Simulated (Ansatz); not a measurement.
## LiMnNi, from a guessed structure to a relaxed one

This structure for LiMnNi is made up. Its elements were placed in a known structure type with a cell scaled to their sizes. What cell does the guess relax to, and how far off was it?

Program: Ansatz 0.2.0. Level of theory: DFT, PBE, plane-wave PAW, files of the set soft_1, scalar-relativistic, ferromagnetic start, cell and ions relaxed at zero pressure; PAW set soft_1. Results are calculated unless marked as measured.

## Step 1: The structure

The structure is hexagonal, space group P-6m2 (No. 187). The conventional cell has a = 3.909 Å, b = 3.909 Å, c = 2.578 Å, α = 90.00°, β = 90.00°, γ = 120.00°. Ni has 3 Li at 2.26 Å and 2 Ni at 2.58 Å and 6 Mn at 2.60 Å nearest. Mn has 2 Mn at 2.58 Å and 6 Ni at 2.60 Å and 6 Li at 2.60 Å nearest. Nearest to Li lie 3 Ni at 2.26 Å and 2 Li at 2.58 Å and 6 Mn at 2.60 Å. Farther neighbours are not listed.

## Step 2: Relaxation of the guess

The guessed cell has no reason to be at equilibrium. It is relaxed with the atoms, within the space group of the guess.

The input, input.yaml:

```yaml
crystal:
  lattice:
    - [3.909, 0.0, 0.0]
    - [-1.9545, 3.385293303, 0.0]
    - [0.0, 0.0, 2.578]
  atoms:
    - { symbol: Ni, position: [0.666666667, 0.333333333, 0.0], spin: 1.0 }
    - { symbol: Mn, position: [0.333333333, 0.666666667, 0.5], spin: 4.0 }
    - { symbol: Li, position: [0.0, 0.0, 0.0] }
magnetization:
  spin_polarized: true
kpoints:
  mp_grid: { grid: [8, 8, 10] }
scf:
  occupations: { method: fermi_dirac, width: 0.05 }
hamiltonian:
  xc: pbe
  pseudopotentials: { kind: paw, azcp: { folder: soft_1 } }
relax:
  f_tol: 0.015
  max_steps: 70
  cell: {}
output:
  forces: true
  stress: true
```

Started as:

```
$ ansatz run input.yaml --threads 4 --pin off --max-ram 8192MiB --backend cpu --events-out ev --progress --plain --runs-dir out
```

Numbers of over 12 decimals in the logs are rounded to 6 here.

The program printed:

```text
Engine: ansatz 0.2.0, aarch64-unknown-linux-gnu
Pseudopotentials: kind: paw
Pseudopotential: Ni, paw, valence charge 18, recommended cutoff 420 eV (normal), soft_1/Ni.paw.azcp
Pseudopotential: Mn, paw, valence charge 15, recommended cutoff 420 eV (normal), soft_1/Mn.paw.azcp
Pseudopotential: Li, paw, valence charge 3, recommended cutoff 420 eV (normal), soft_1/Li.paw.azcp
Functional definition: PBE
  parameter kappa = 0.804
  parameter beta = 0.066725
  exchange = pbe_x(kappa = kappa, mu = beta*pi^2/3)
  correlation = pbe_c(beta = beta)
Crystal: 3 atoms, lattice volume = 34.115 Å³
Basis set: ecut = 420 eV, 681 PW (Γ), exchange–correlation on 54×54×36 points (8 copies of the dense FFT grid, shifted against one another)
Bands: 25, of which v1, the nominal top of the filled ones, is band 18 counted from 1 (17 counted from 0)
Symmetry: 12 space group operations
Space group: P-6m2 (ITA 187), of the structure as read, at distance tolerance 3.2e-5 Å
Magnetic group: BNS 187.209 (UNI 1439), of the structure as read, at distance tolerance 3.2e-5 Å
k-points: 60 of 640 (time reversal used)
Non-local potential: Ni, projectors of the file, l = 0: 3, l = 1: 2, l = 2: 3, l = 3: 1
Non-local potential: Mn, projectors of the file, l = 0: 3, l = 1: 2, l = 2: 3, l = 3: 1
Non-local potential: Li, projectors of the file, l = 0: 3, l = 1: 2, l = 2: 1
PAW form: soft (Blöchl's): semilocal exchange-correlation on the pseudo side does not see the compensation charge
PAW one-centre angular grid: Ni, 590 points (default); XC on 64 Gauss nodes
PAW one-centre angular grid: Mn, 590 points (default); XC on 64 Gauss nodes
PAW one-centre angular grid: Li, 110 points (default); XC on 96 Gauss nodes
Initial density: superposition of atomic densities (chi_scale 0.1, normalization cell, long waves kept (reshape's long-wave potential 0.00 eV rms))
Starting moments: Σ|m| = 5 μB on 2 of 3 sites
Initial wavefunctions: pseudopotential atomic-orbital guess
Functional: x = pbe(κ = 0.804, μ = 0.219515), c = pbe(β = 0.066725)
SCF iter   1: F=—  HF=-9942.866597 eV  |F-HF|=—  |Δ(HF+E_count)|=         —  Δρ=9.19e-2 (↑7.19e-2 ↓9.19e-2)  dr2=7.04e0  dr2_m=9.82e-2  M=4.382 μB ∫|m|=4.543 μB  β_m=0.30  ethr=3.10e-3  ⟨swp⟩=5.3  Hψ=11094  notcnv=0
Mixer restart at iter 1: flushing history
preconditioner: auto → none  [metal: Δε(μ)=0.018 eV  Ē_g=7.372 eV  σ=0.050 eV  W_gap=0.09  n_scr=8 (ndim 8)  ℏωp=27.0 eV  f_vac=0.000  D(μ)=2.22/eV (n_scr^D=26)  sad-step TF]
SCF iter   2: F=—  HF=-9941.437314 eV  |F-HF|=—  |Δ(HF+E_count)|=    1.43e0  Δρ=2.18e-2 (↑1.82e-2 ↓2.18e-2)  dr2=2.15e-1  dr2_m=4.48e-2  M=4.343 μB ∫|m|=4.502 μB  β_m=0.30  ethr=3.10e-3  ⟨swp⟩=2.4  Hψ=6888  notcnv=0  defer=191
SCF iter   3: F=—  HF=-9941.757725 eV  |F-HF|=—  |Δ(HF+E_count)|=         —  Δρ=2.77e-2 (↑1.71e-2 ↓2.77e-2)  dr2=8.56e-2  dr2_m=1.03e-1  M=4.156 μB ∫|m|=4.298 μB  β_m=0.30  ethr=5.98e-4  ⟨swp⟩=2.1  Hψ=5516  notcnv=0  defer=193
Mixer restart at iter 3: flushing history
SCF iter   4: F=—  HF=-9942.091282 eV  |F-HF|=—  |Δ(HF+E_count)|=   3.34e-1  Δρ=1.70e-2 (↑9.78e-3 ↓1.70e-2)  dr2=2.89e-2  dr2_m=4.68e-2  M=4.149 μB ∫|m|=4.311 μB  β_m=0.43  ethr=2.38e-4  ⟨swp⟩=2.5  Hψ=5968  notcnv=0  defer=193
SCF iter   5: F=—  HF=-9942.402461 eV  |F-HF|=—  |Δ(HF+E_count)|=   3.11e-1  Δρ=2.99e-2 (↑8.86e-3 ↓2.99e-2)  dr2=3.34e-1  dr2_m=4.71e-2  M=4.111 μB ∫|m|=4.283 μB  β_m=0.18  ethr=8.03e-5  ⟨swp⟩=2.3  Hψ=6061  notcnv=0  defer=188  recentre
SCF iter   6: F=—  HF=-9942.373009 eV  |F-HF|=—  |Δ(HF+E_count)|=   2.95e-2  Δρ=1.39e-2 (↑5.99e-3 ↓1.39e-2)  dr2=1.53e-2  dr2_m=2.80e-2  M=4.124 μB ∫|m|=4.298 μB  β_m=0.47  ethr=8.03e-5  ⟨swp⟩=2.0  Hψ=4871  notcnv=0  defer=185
SCF iter   7: F=—  HF=-9942.635192 eV  |F-HF|=—  |Δ(HF+E_count)|=   2.62e-1  Δρ=8.74e-3 (↑4.54e-3 ↓8.74e-3)  dr2=2.72e-2  dr2_m=5.16e-3  M=4.102 μB ∫|m|=4.292 μB  β_m=0.45  ethr=4.26e-5  ⟨swp⟩=2.3  Hψ=6588  notcnv=0  defer=184
SCF iter   8: F=—  HF=-9942.659403 eV  |F-HF|=—  |Δ(HF+E_count)|=   2.42e-2  Δρ=1.64e-3 (↑1.64e-3 ↓1.06e-3)  dr2=1.58e-3  dr2_m=1.02e-4  M=4.078 μB ∫|m|=4.275 μB  β_m=0.58  ethr=4.26e-5  ⟨swp⟩=2.1  Hψ=5965  notcnv=0  defer=184
SCF iter   9: F=—  HF=-9942.660211 eV  |F-HF|=—  |Δ(HF+E_count)|=   8.09e-4  Δρ=8.25e-4 (↑8.25e-4 ↓3.28e-4)  dr2=1.90e-4  dr2_m=4.78e-5  M=4.081 μB ∫|m|=4.276 μB  β_m=0.79  ethr=4.40e-6  ⟨swp⟩=1.7  Hψ=4138  notcnv=0  defer=183
SCF iter  10: F=—  HF=-9942.660337 eV  |F-HF|=—  |Δ(HF+E_count)|=   1.25e-4  Δρ=2.21e-4 (↑2.21e-4 ↓1.17e-4)  dr2=2.94e-5  dr2_m=1.48e-6  M=4.083 μB ∫|m|=4.275 μB  β_m=0.83  ethr=5.28e-7  ⟨swp⟩=2.2  Hψ=4413  notcnv=0  defer=183
SCF iter  11: F=—  HF=-9942.660336 eV  |F-HF|=—  |Δ(HF+E_count)|=   6.04e-7  Δρ=6.45e-5 (↑4.46e-5 ↓6.45e-5)  dr2=2.72e-6  dr2_m=1.46e-7  M=4.083 μB ∫|m|=4.275 μB  β_m=0.84  ethr=8.18e-8  ⟨swp⟩=1.4  Hψ=3133  notcnv=0  defer=183
SCF iter  12: F=—  HF=-9942.660337 eV  |F-HF|=—  |Δ(HF+E_count)|=   9.37e-7  Δρ=1.32e-5 (↑1.07e-5 ↓1.32e-5)  dr2=8.72e-8  dr2_m=1.78e-8  M=4.083 μB ∫|m|=4.275 μB  β_m=0.90  ethr=7.56e-9  ⟨swp⟩=2.0  Hψ=3793  notcnv=0  defer=183
SCF iter  13: F=-9942.660337 eV  HF=-9942.660337 eV  |F-HF|=5.86e-8  |Δ(HF+E_count)|=   5.39e-8  Δρ=1.05e-5 (↑5.94e-6 ↓1.05e-5)  dr2=6.72e-8  dr2_m=3.19e-9  M=4.083 μB ∫|m|=4.275 μB  ethr=2.42e-10  ⟨swp⟩=2.4  Hψ=9371  notcnv=0
SCF 1 converged in 13 iterations: F = -9942.660337 eV  dr2 = 6.72e-8
  greatest PAW one-centre occupation: 1.001 electrons in one spin orbital (limit 2), on the Ni atom at site 0 (counted from 0), in its partial waves of l = 1
relax step   1: F+E_penalty+E_count = -9942.66033686 eV  Δ(F+E_penalty+E_count) = +0.000e0 eV  max|allowed force component| = 1.523e-16 eV/Å  Δτ_max = 0.0000 Å  P = +9.578 GPa  Ω = 34.115 Å³  (13 SCF iters, dr2 threshold 1.00e-7 eV, accepted)
Crystal: 3 atoms, lattice volume = 35.668 Å³
Basis set: ecut = 420 eV, 705 PW (Γ), exchange–correlation on 54×54×36 points (8 copies of the dense FFT grid, shifted against one another)
Initial density: handed on by an earlier stage of this run
Starting moments: Σ|m| = 5 μB on 2 of 3 sites; this step starts from the density that it was given
Initial wavefunctions: those handed on with the density
iter 1 solved again at ethr=6.53e-5 eV; its pass at ethr=3.10e-3 eV (dr2=2.35e-2 eV) is discarded
SCF iter   1: F=—  HF=-9942.742405 eV  |F-HF|=—  |Δ(HF+E_count)|=         —  Δρ=7.78e-3 (↑7.33e-3 ↓7.78e-3)  dr2=2.45e-2  dr2_m=1.09e-2  M=4.139 μB ∫|m|=4.354 μB  β_m=0.30  ethr=6.53e-5  ⟨swp⟩=1.6  Hψ=15248  notcnv=0
[...]
SCF iter   4: F=—  HF=-9942.768200 eV  |F-HF|=—  |Δ(HF+E_count)|=   7.12e-4  Δρ=2.08e-3 (↑2.08e-3 ↓9.72e-4)  dr2=6.32e-4  dr2_m=7.24e-4  M=4.211 μB ∫|m|=4.427 μB  β_m=0.32  ethr=3.15e-6  ⟨swp⟩=2.3  Hψ=5111  notcnv=0
SCF iter   5: F=—  HF=-9942.768160 eV  |F-HF|=—  |Δ(HF+E_count)|=   4.02e-5  Δρ=3.20e-4 (↑3.20e-4 ↓2.59e-4)  dr2=6.58e-5  dr2_m=1.30e-5  M=4.213 μB ∫|m|=4.426 μB  β_m=0.61  ethr=1.75e-6  ⟨swp⟩=2.3  Hψ=4601  notcnv=0
SCF iter   6: F=—  HF=-9942.768203 eV  |F-HF|=—  |Δ(HF+E_count)|=   4.37e-5  Δρ=1.23e-4 (↑5.29e-5 ↓1.23e-4)  dr2=1.09e-5  dr2_m=7.89e-7  M=4.214 μB ∫|m|=4.425 μB  β_m=0.71  ethr=1.83e-7  ⟨swp⟩=2.0  Hψ=3964  notcnv=0
SCF iter   7: F=—  HF=-9942.768205 eV  |F-HF|=—  |Δ(HF+E_count)|=   2.18e-6  Δρ=6.85e-5 (↑3.14e-5 ↓6.85e-5)  dr2=2.75e-6  dr2_m=1.63e-7  M=4.214 μB ∫|m|=4.425 μB  β_m=0.78  ethr=3.03e-8  ⟨swp⟩=1.9  Hψ=3667  notcnv=0
SCF iter   8: F=—  HF=-9942.768205 eV  |F-HF|=—  |Δ(HF+E_count)|=   8.78e-9  Δρ=1.84e-5 (↑3.24e-6 ↓1.84e-5)  dr2=1.42e-7  dr2_m=2.20e-8  M=4.214 μB ∫|m|=4.425 μB  β_m=0.89  ethr=7.63e-9  ⟨swp⟩=2.0  Hψ=3725  notcnv=0
SCF iter   9: F=-9942.768205 eV  HF=-9942.768205 eV  |F-HF|=6.87e-9  |Δ(HF+E_count)|=   1.32e-8  Δρ=4.19e-6 (↑1.41e-6 ↓4.19e-6)  dr2=6.93e-9  dr2_m=7.81e-10  M=4.214 μB ∫|m|=4.425 μB  ethr=3.96e-10  ⟨swp⟩=2.8  Hψ=10358  notcnv=0
SCF 3 converged in 9 iterations: F = -9942.768205 eV  dr2 = 6.93e-9
relax step   3: F+E_penalty+E_count = -9942.76820549 eV  Δ(F+E_penalty+E_count) = -3.047e-2 eV  max|allowed force component| = 2.012e-16 eV/Å  Δτ_max = 0.0000 Å  P = +0.556 GPa  Ω = 37.207 Å³  energy of the carried Pulay correction = -2.277e-3 eV  (9 SCF iters, dr2 threshold 3.00e-7 eV, accepted)
[...]
relax step   4: F+E_penalty+E_count = -9942.76915058 eV  Δ(F+E_penalty+E_count) = -9.451e-4 eV  max|allowed force component| = 1.079e-17 eV/Å  Δτ_max = 0.0000 Å  P = -0.034 GPa  Ω = 37.463 Å³  energy of the carried Pulay correction = -2.453e-3 eV  (8 SCF iters, dr2 threshold 3.00e-7 eV, accepted)
[...]
relax step   5: F+E_penalty+E_count = -9942.76922773 eV  Δ(F+E_penalty+E_count) = -7.715e-5 eV  max|allowed force component| = 6.168e-17 eV/Å  Δτ_max = 0.0000 Å  P = +0.022 GPa  Ω = 37.438 Å³  energy of the carried Pulay correction = -2.433e-3 eV  (8 SCF iters, dr2 threshold 1.47e-7 eV, accepted)
[...]
relax step   6: F+E_penalty+E_count = -9942.77235496 eV  Δ(F+E_penalty+E_count) = -3.127e-3 eV  max|allowed force component| = 2.544e-17 eV/Å  Δτ_max = 0.0000 Å  P = +0.106 GPa  Ω = 37.438 Å³  stress off target by 1.36e-1 GPa  SCF on the basis re-selected at this cell (its energy is not comparable with the rows above)  (12 SCF iters)
[...]
relax step   7: F+E_penalty+E_count = -9942.77234526 eV  Δ(F+E_penalty+E_count) = +9.697e-6 eV  max|allowed force component| = 1.345e-16 eV/Å  Δτ_max = 0.0000 Å  P = +0.003 GPa  Ω = 37.486 Å³  energy of the carried Pulay correction = -3.069e-5 eV  (7 SCF iters, dr2 threshold 4.62e-8 eV, accepted)
iter 1 solved again at ethr=4.71e-9 eV; its pass at ethr=3.10e-3 eV (dr2=1.70e-6 eV) is discarded
SCF iter   1: F=—  HF=-9942.772367 eV  |F-HF|=—  |Δ(HF+E_count)|=         —  Δρ=1.53e-6 (↑1.53e-6 ↓1.08e-6)  dr2=7.57e-10  dr2_m=1.96e-10  M=4.223 μB ∫|m|=4.432 μB  β_m=0.65  ethr=4.71e-9  ⟨swp⟩=4.1  Hψ=22066  notcnv=0
SCF iter   2: F=—  HF=-9942.772367 eV  |F-HF|=—  |Δ(HF+E_count)|=  4.29e-10  Δρ=1.73e-6 (↑7.01e-7 ↓1.73e-6)  dr2=1.20e-9  dr2_m=1.09e-10  M=4.223 μB ∫|m|=4.432 μB  β_m=0.30  ethr=2.10e-12  ⟨swp⟩=2.3  Hψ=5259  notcnv=0
SCF iter   3: F=—  HF=-9942.772367 eV  |F-HF|=—  |Δ(HF+E_count)|=  9.82e-11  Δρ=8.00e-7 (↑6.45e-7 ↓8.00e-7)  dr2=5.08e-11  dr2_m=1.26e-10  M=4.223 μB ∫|m|=4.432 μB  β_m=0.43  ethr=2.10e-12  ⟨swp⟩=2.2  Hψ=4644  notcnv=0
SCF iter   4: F=—  HF=-9942.772367 eV  |F-HF|=—  |Δ(HF+E_count)|=  9.51e-10  Δρ=6.37e-7 (↑3.70e-7 ↓6.37e-7)  dr2=4.36e-11  dr2_m=7.69e-11  M=4.223 μB ∫|m|=4.432 μB  β_m=0.72  ethr=1.00e-12  ⟨swp⟩=2.1  Hψ=4205  notcnv=0
SCF iter   5: F=—  HF=-9942.772367 eV  |F-HF|=—  |Δ(HF+E_count)|=  5.84e-10  Δρ=4.40e-7 (↑4.13e-7 ↓4.40e-7)  dr2=1.76e-10  dr2_m=1.35e-11  M=4.223 μB ∫|m|=4.432 μB  β_m=0.62  ethr=1.00e-12  ⟨swp⟩=1.8  Hψ=3565  notcnv=0
SCF iter   6: F=—  HF=-9942.772367 eV  |F-HF|=—  |Δ(HF+E_count)|=  1.76e-10  Δρ=2.13e-7 (↑7.96e-8 ↓2.13e-7)  dr2=1.63e-11  dr2_m=3.02e-12  M=4.223 μB ∫|m|=4.432 μB  β_m=0.67  ethr=1.00e-12  ⟨swp⟩=2.1  Hψ=4408  notcnv=0
SCF iter   7: F=—  HF=-9942.772367 eV  |F-HF|=—  |Δ(HF+E_count)|=  2.36e-11  Δρ=2.67e-8 (↑1.57e-8 ↓2.67e-8)  dr2=4.44e-13  dr2_m=3.73e-14  M=4.223 μB ∫|m|=4.432 μB  β_m=0.81  ethr=1.00e-12  ⟨swp⟩=1.1  Hψ=3041  notcnv=0
SCF iter   8: F=-9942.772367 eV  HF=-9942.772367 eV  |F-HF|=1.27e-11  |Δ(HF+E_count)|=  1.82e-12  Δρ=1.50e-7 (↑4.41e-8 ↓1.50e-7)  dr2=1.26e-11  dr2_m=9.86e-13  M=4.223 μB ∫|m|=4.432 μB  ethr=1.00e-12  ⟨swp⟩=3.0  Hψ=10686  notcnv=0
SCF 8 converged in 8 iterations: F = -9942.772367 eV  dr2 = 1.26e-11
relax step   8: F+E_penalty+E_count = -9942.77236692 eV  Δ(F+E_penalty+E_count) = -2.166e-5 eV  max|allowed force component| = 1.500e-16 eV/Å  Δτ_max = 0.0000 Å  P = +0.003 GPa  Ω = 37.486 Å³  stress off target by 5.82e-3 GPa  SCF on the basis re-selected at this cell (its energy is not comparable with the rows above)  (8 SCF iters)
basis re-selected at this cell: Δ(F+E_penalty+E_count) = -2.166e-5 eV, ΔP = -0.000 GPa vs the last step (what re-selecting the basis moved, of the pressure what is left beyond the Pulay correction that the steps carried, after the strain that the cell walked since its last selection, with what the two solves' SCF thresholds leave and, on support functions, any second-order correction that the steps lacked; it is no m [...]
SCF converged after 8 iterations
Magnetization: 4.2226 μB (20.1113 up, 15.8887 down)
Absolute magnetization: 4.4346 μB (∫|ρ↑−ρ↓|, with the PAW one-centre terms)
Spin contamination: 0.1336 ħ² per cell (⟨S²⟩ above its minimum at these occupations)
Per-site moments (μB) at R_I (Å): [(0.590142, 0.974928), (3.520663, 1.065464), (-0.014669, 0.974928)]
Free energy (F): -9942.772367 eV
Harris-Foulkes:  -9942.772367 eV  (|F-HF|=1.27e-11)
Internal energy: -9942.754059 eV  (E = F + TS)
E sigma→0 (E₀):  -9942.763213 eV
Entropy (-TS):   -0.018308 eV (-6.103 meV/atom)
Fermi energy:    11.636239 eV
--- Per-component energies (eV) ---
  E_band       = -737.186746
  E_kinetic    = 672.217439
  E_local      = -6091.877942  (includes V_loc(G=0)·N_el)
  E_nonlocal   = 325.723976
  E_hartree    = 2811.209379
  E_xc         = -229.285585
  E_vxc        = -294.405381  (∫ρ·V_xc dr)
  E_paw        = -3011.412498  (= ΣΔE_a)
  E_vpaw       = -971.265135  (= ΣTr[D̂ρ^β])
  E_aug_tail   = 0.001349  (compensation charges beyond the density's cutoff)
  E_ewald      = -4419.330176
  E_smearing   = -0.018308  (= −TS)
  E_closure    = 0.000000  (closes the sum)
  Σ components = -9942.772367   (vs F -9942.772367, Δ=0.00e0)
--- Forces (eV/Å), atoms counted from 1 ---
  atom   1  Ni     0.00000000     0.00000000     0.00000000
  atom   2  Mn    -0.00000000    -0.00000000    -0.00000000
  atom   3  Li     0.00000000    -0.00000000    -0.00000000
  max |Σ_I F_I| component: 2.43e-17 eV/Å
--- Stress (GPa, compression-positive) ---
        0.005817      -0.000000       0.000000
       -0.000000       0.005817      -0.000000
        0.000000      -0.000000      -0.002995
  P = ⅓ Tr σ = 0.0029 GPa (0.029 kbar)
--- Relaxed structure (6 steps of the walk, 6 accepted, 2 SCFs on fresh bases) ---
  F+E_penalty+E_count = -9942.77236692 eV   max|allowed force component| = 1.500e-16 eV/Å   (the final SCF, on the basis selected at the relaxed cell)
  cell:  # Å, volume = 37.4855 Å³
    - [4.093634, 0.0, 0.0]
    - [-2.046817, 3.545191, 0.0]
    - [0.0, 0.0, 2.582944]
  atoms:
    - { symbol: Ni, position: [0.666667, 0.333333, 0.0] }
    - { symbol: Mn, position: [0.333333, 0.666667, 0.5] }
    - { symbol: Li, position: [0, 0, 0.0] }
```

The job ended after 24 s (4 threads of Arm Neoverse V2, shared host; peak memory 0.49 GiB).

Step by step:

| step | energy less that of the first step (eV) | largest force component (eV/Å) | pressure (GPa) | volume (Å³) |
| --- | --- | --- | --- | --- |
| 1 | 0.0000 | 0.0000 | 9.58 | 34.11 |
| 2 | -0.0774 | 0.0000 | 4.53 | 35.67 |
| 3 | -0.1079 | 0.0000 | 0.56 | 37.21 |
| 4 | -0.1088 | 0.0000 | -0.03 | 37.46 |
| 5 | -0.1089 | 0.0000 | 0.02 | 37.44 |
| 6* | -0.1120 | 0.0000 | 0.11 | 37.44 |
| 7 | -0.1120 | 0.0000 | 0.00 | 37.49 |
| 8* | -0.1120 | 0.0000 | 0.00 | 37.49 |

Relaxation steps marked * repeat the geometry before them on a plane-wave basis chosen anew for their cell, so energy and pressure can jump there.

Forces are held to the 12 operations that the run works with; a distortion that breaks them can't arise in this run.

| conventional cell, symmetrised | before | after | change |
| --- | --- | --- | --- |
| a (Å) | 3.909 | 4.094 | +4.7 % |
| b (Å) | 3.909 | 4.094 | +4.7 % |
| c (Å) | 2.578 | 2.583 | +0.2 % |
| volume (Å³/atom) | 11.37 | 12.50 | +9.9 % |

The relaxed structure:

```xyz
3
Lattice="4.0936 0.0000 0.0000 -2.0468 3.5452 0.0000 0.0000 0.0000 2.5829" Properties=species:S:1:pos:R:3 pbc="T T T"
Ni    2.0468    1.1817    0.0000
Mn    0.0000    2.3635    1.2915
Li    0.0000    0.0000    0.0000
```

Numbers from this step:

* free energy: -9942.7724 eV
* energy at zero smearing: -9942.7632 eV
* smearing term TS: 0.01831 eV
* Fermi energy: 11.64 eV
* magnetization: 4.223 μB
* absolute magnetization: 4.435 μB
* site moments: 0.5901, 3.521, -0.01467 μB
* electrons: 36
* symmetry operations: 12
* pressure: 0.002879 GPa

Site moment by atom:

| atom | site moment (μB) |
| --- | --- |
| Ni1 | 0.59 |
| Mn2 | 3.52 |
| Li3 | -0.01 |

The shortest distance of each pair, which need not be the same contact before and after:

| pair | guess (Å) | relaxed (Å) |
| --- | --- | --- |
| Li–Ni | 2.257 | 2.363 |
| Ni–Ni | 2.578 | 2.583 |
| Mn–Mn | 2.578 | 2.583 |
| Li–Li | 2.578 | 2.583 |
| Li–Mn | 2.599 | 2.693 |

The relaxation ends with a pressure of 0.00 GPa.

## Step 3: Results

```yaml
space_group_relaxed: P-6m2
conventional_cell: a = 4.094, b = 4.094, c = 2.583 Å; α = 90.0°, β = 90.0°, γ = 120.0°
volume_per_atom: 12.50 Å³ (guess 11.37)
total_moment: 4.22 μB in the cell of 3 atoms
```

What this shows: LiMnNi relaxes to P-6m2 with a = 4.094, b = 4.094 and c = 2.583 Å. The guessed volume was 9 % too small. The space group P-6m2 was held in the relaxation, so the end point is a stationary structure within it and may be a saddle against distortions or other arrangements. The input starts from parallel moments, and no other start was typed. Mesh and cutoff weren't tested. No dispersion term is used, so weakly bound directions may come out too long. Nothing here tests whether the compound is stable against decomposition.

[Logs are printed without paths, hosts, clocks, repeated set-up lines and the standing remarks that a program may print on its own settings, such as how far it seeks lower states.]

[Hosts, paths, dates, database ids (printed as entryN), source tags and the programs' standing remarks are cut or masked in the printed files.]
